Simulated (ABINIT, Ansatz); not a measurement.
**LiCNO (R3m): changed settings of a GW run in ABINIT**

Aim: change inputs of a GW run on LiCNO (R3m) and see what moves.

Main program and level: ABINIT 10.8.3; PBEsol and many-body steps on it, plane waves.

Most raw output is cut from this account.

## Step 1: The starting structure

It takes space group R3m (No. 160, trigonal). The conventional cell has a = 3.288 Å, b = 3.288 Å, c = 14.286 Å, α = 90.00°, β = 90.00°, γ = 120.00°. Nearest to Li lie 3 N at 2.18 Å and 3 O at 2.28 Å. C has 1 N at 1.19 Å and 1 O at 1.23 Å nearest. Nearest to N lie 1 C at 1.19 Å and 3 Li at 2.18 Å. Nearest to O lie 1 C at 1.23 Å and 3 Li at 2.28 Å. Farther neighbours and most contacts between anions are not listed.

Coordinates:

```cif
data_structure
_symmetry_space_group_name_H-M 'R3m:H'
_symmetry_Int_Tables_number 160
_cell_length_a 3.2880
_cell_length_b 3.2880
_cell_length_c 14.2862
_cell_angle_alpha 90.000
_cell_angle_beta 90.000
_cell_angle_gamma 120.000
_cell_volume 133.75
loop_
_atom_site_label
_atom_site_type_symbol
_atom_site_symmetry_multiplicity
_atom_site_Wyckoff_symbol
_atom_site_fract_x
_atom_site_fract_y
_atom_site_fract_z
_atom_site_occupancy
Li1 Li 3 a 0.66667 0.33333 0.32807 1
C1 C 3 a 0.33333 0.66667 0.16920 1
N1 N 3 a 0.33333 0.66667 0.25271 1
O1 O 3 a 0.33333 0.66667 0.08333 1
```

The cell and positions are those that the Materials Project relaxed with its own functionals (PBE, PBE+U or r2SCAN), kept fixed.

## Step 2: Screening, 4×4×4 mesh, 63 bands, screening to 141.5 eV

This step: ABINIT 10.8.3; RPA screening on PBEsol, plane waves, norm-conserving pseudopotentials.

The RPA dielectric matrix is built and inverted for each q.

The input, run.abi:

```
acell 3*1.0 Angstrom
rprim 
  1.643988180588 0.949157018607 4.762053928800
  -1.643988180588 0.949157018607 4.762053928800
  0.000000000000 -1.898314037214 4.762053928800
ntypat 4
znucl 3 6 7 8
natom 4
typat 1 2 3 4
xred 
  0.005259000000 0.005259000000 0.005259000000
  0.497462000000 0.497462000000 0.497462000000
  0.413960000000 0.413960000000 0.413960000000
  0.583333333333 0.583333333333 0.583333333333
pp_dirpath "pseudos"
pseudos "Li.upf, C.upf, N.upf, O.upf"
ecut 37
ngkpt 4 4 4
nshiftk 1
shiftk 0 0 0
kptopt 1
chksymbreak 0
istwfk *1
occopt 1
irdwfk 1
optdriver 3
nband 63
ecuteps 5.2
inclvkb 2
awtr 1
symchi 1
indata_prefix "in"
outdata_prefix "out"
tmpdata_prefix "tmp"
```

Run with:

```bash
$ OMP_NUM_THREADS=1 mpirun -n 4 abinit run.abi > log
```

Run time: 88 s. Hardware: 4 MPI ranks of Intel Xeon Platinum 8375C at 2.90GHz (Ice Lake), shared host; peak memory 1.6 GiB; 5.8 min of CPU time.

This step gave:

```
ε∞ with local fields, on this mesh, along the program's q direction : 2.390
the same without local fields                                       : 3.074
plasma frequency                                                    : 23.59 eV
plane waves in the screening matrix                                 : 159
```

Local fields lower ε∞ by 22 %.

## Step 3: Base

The self-energy is evaluated for the states that the input lists, and the levels follow from it, in one-shot runs by the linearised quasiparticle equation.

This step: G0W0 on PBEsol, plane waves, norm-conserving pseudopotentials.

run.abi, as its differences from that of step 2:

```diff
@@ -25,8 +25,17 @@
 irdwfk 1
-optdriver 3
+optdriver 4
 nband 63
+gwcalctyp 0
+ecutsigx 37
+symsigma 1
+nkptgw 2
+kptgw 
+  0.5000000000 0.5000000000 0.5000000000
+  0.0000000000 0.0000000000 0.0000000000
+bdgw 
+  8 12
+  8 12
 ecuteps 5.2
-inclvkb 2
-awtr 1
-symchi 1
+irdscr 1
+ppmodel 1
 indata_prefix "in"
```

The job ended after 9.6 s (4 MPI ranks; peak memory 1.4 GiB; 38 s of CPU time).

This step gave:

| Item | Value |
| --- | --- |
| G0W0 gap on the points computed | 7.32 eV |
| starting gap on the mesh | 4.664 eV |
| k of the valence top | 0.5, 0.5, 0.5 |
| k of the conduction bottom | 0, 0, 0 |
| Z at the valence top | 0.814 |
| Z at the conduction bottom | 0.866 |
| least direct G0W0 gap on the computed points | 7.515 eV |

The gap on the mesh goes from 4.66 eV to 7.32 eV, a correction of +2.66 eV.

## Step 4: Broadening of the poles

run.abi, as its differences from that of step 3:

```diff
@@ -40,2 +40,3 @@
 ppmodel 1
+zcut 1.0 eV
 indata_prefix "in"
```

Wall time 9.4 s (4 MPI ranks); peak memory 1.4 GiB; 37 s of CPU time.

This step gave:

```yaml
g0w0_gap_on_the_points_computed: 7.32 eV
starting_gap_on_the_mesh: 4.664 eV
k_of_the_valence_top: 0.5, 0.5, 0.5
k_of_the_conduction_bottom: 0, 0, 0
z_at_the_valence_top: 0.814
z_at_the_conduction_bottom: 0.866
least_direct_g0w0_gap_on_the_computed_points: 7.515 eV
```

Against G0W0 in ABINIT (4×4×4 mesh, 63 bands, screening to 141.5 eV, Godby-Needs plasmon pole), the gap moves by +0.000 eV.

## Step 5: Contour deformation on a plasmon-pole file

run.abi, as its differences from that of step 4:

```diff
@@ -27,3 +27,3 @@
 nband 63
-gwcalctyp 0
+gwcalctyp 2
 ecutsigx 37
@@ -39,4 +39,2 @@
 irdscr 1
-ppmodel 1
-zcut 1.0 eV
 indata_prefix "in"
```

Elapsed: 4.5 s, on 4 MPI ranks; peak memory 0.7 GiB.

The run stopped with an error after 4.5 s.

The fault put into this input: contour deformation on a plasmon-pole file.

## Step 6: The runs together

Times are wall times on 4 MPI ranks of Intel Xeon Platinum 8375C at 2.90GHz (Ice Lake), shared host, good to a factor of about two. A run's time includes the screening step that it read.

```tsv
run	mesh	bands	screening cutoff (eV)	DFT gap (eV)	gap on the mesh (eV)	direct (eV)	ε∞ used	time
base	4×4×4	63	141.5	4.664	7.320	7.515	2.39	98 s
broadening of the poles	4×4×4	63	141.5	4.664	7.320	7.515	2.39	97 s
```

## Step 7: What came out

* base: 7.320 eV
* broadening of the poles: 7.320 eV
* known limits: not at the basis limit

In words: Broadening of the poles: no change against base (keys changed: zcut). Bands and cutoff are finite, so the gap is not at the basis limit. The miss can reach some tenths of an eV and take either sign; the mesh is an error of its own. In the G0W0 runs levels were corrected at 2 k points alone, so a gap called «on the mesh» is the least over those, and an edge elsewhere would be missed.

[Paths, hosts, dates, memory and timing lines, banners, echoed tables and standing remarks are left out of the program output.]

[Logs are printed without paths, hosts, clocks, repeated set-up lines and the standing remarks that a program may print on its own settings, such as how far it seeks lower states.]

[Runs of the session that timed out or met a known fault of the program may be left out.]

[Hosts, paths, dates, database ids (printed as entryN), source tags and the programs' standing remarks are cut or masked in the printed files.]

[G0W0 gaps are taken among the corrected bands and points alone; a level outside them can change the order at an edge.]

[Where Ansatz stands beside ABINIT at settings called matched, ABINIT's density can come from a denser mesh and the files from another edition; pairs whose starting gaps differed by over 0.03 eV were left out, so agreement reads better than it is.]
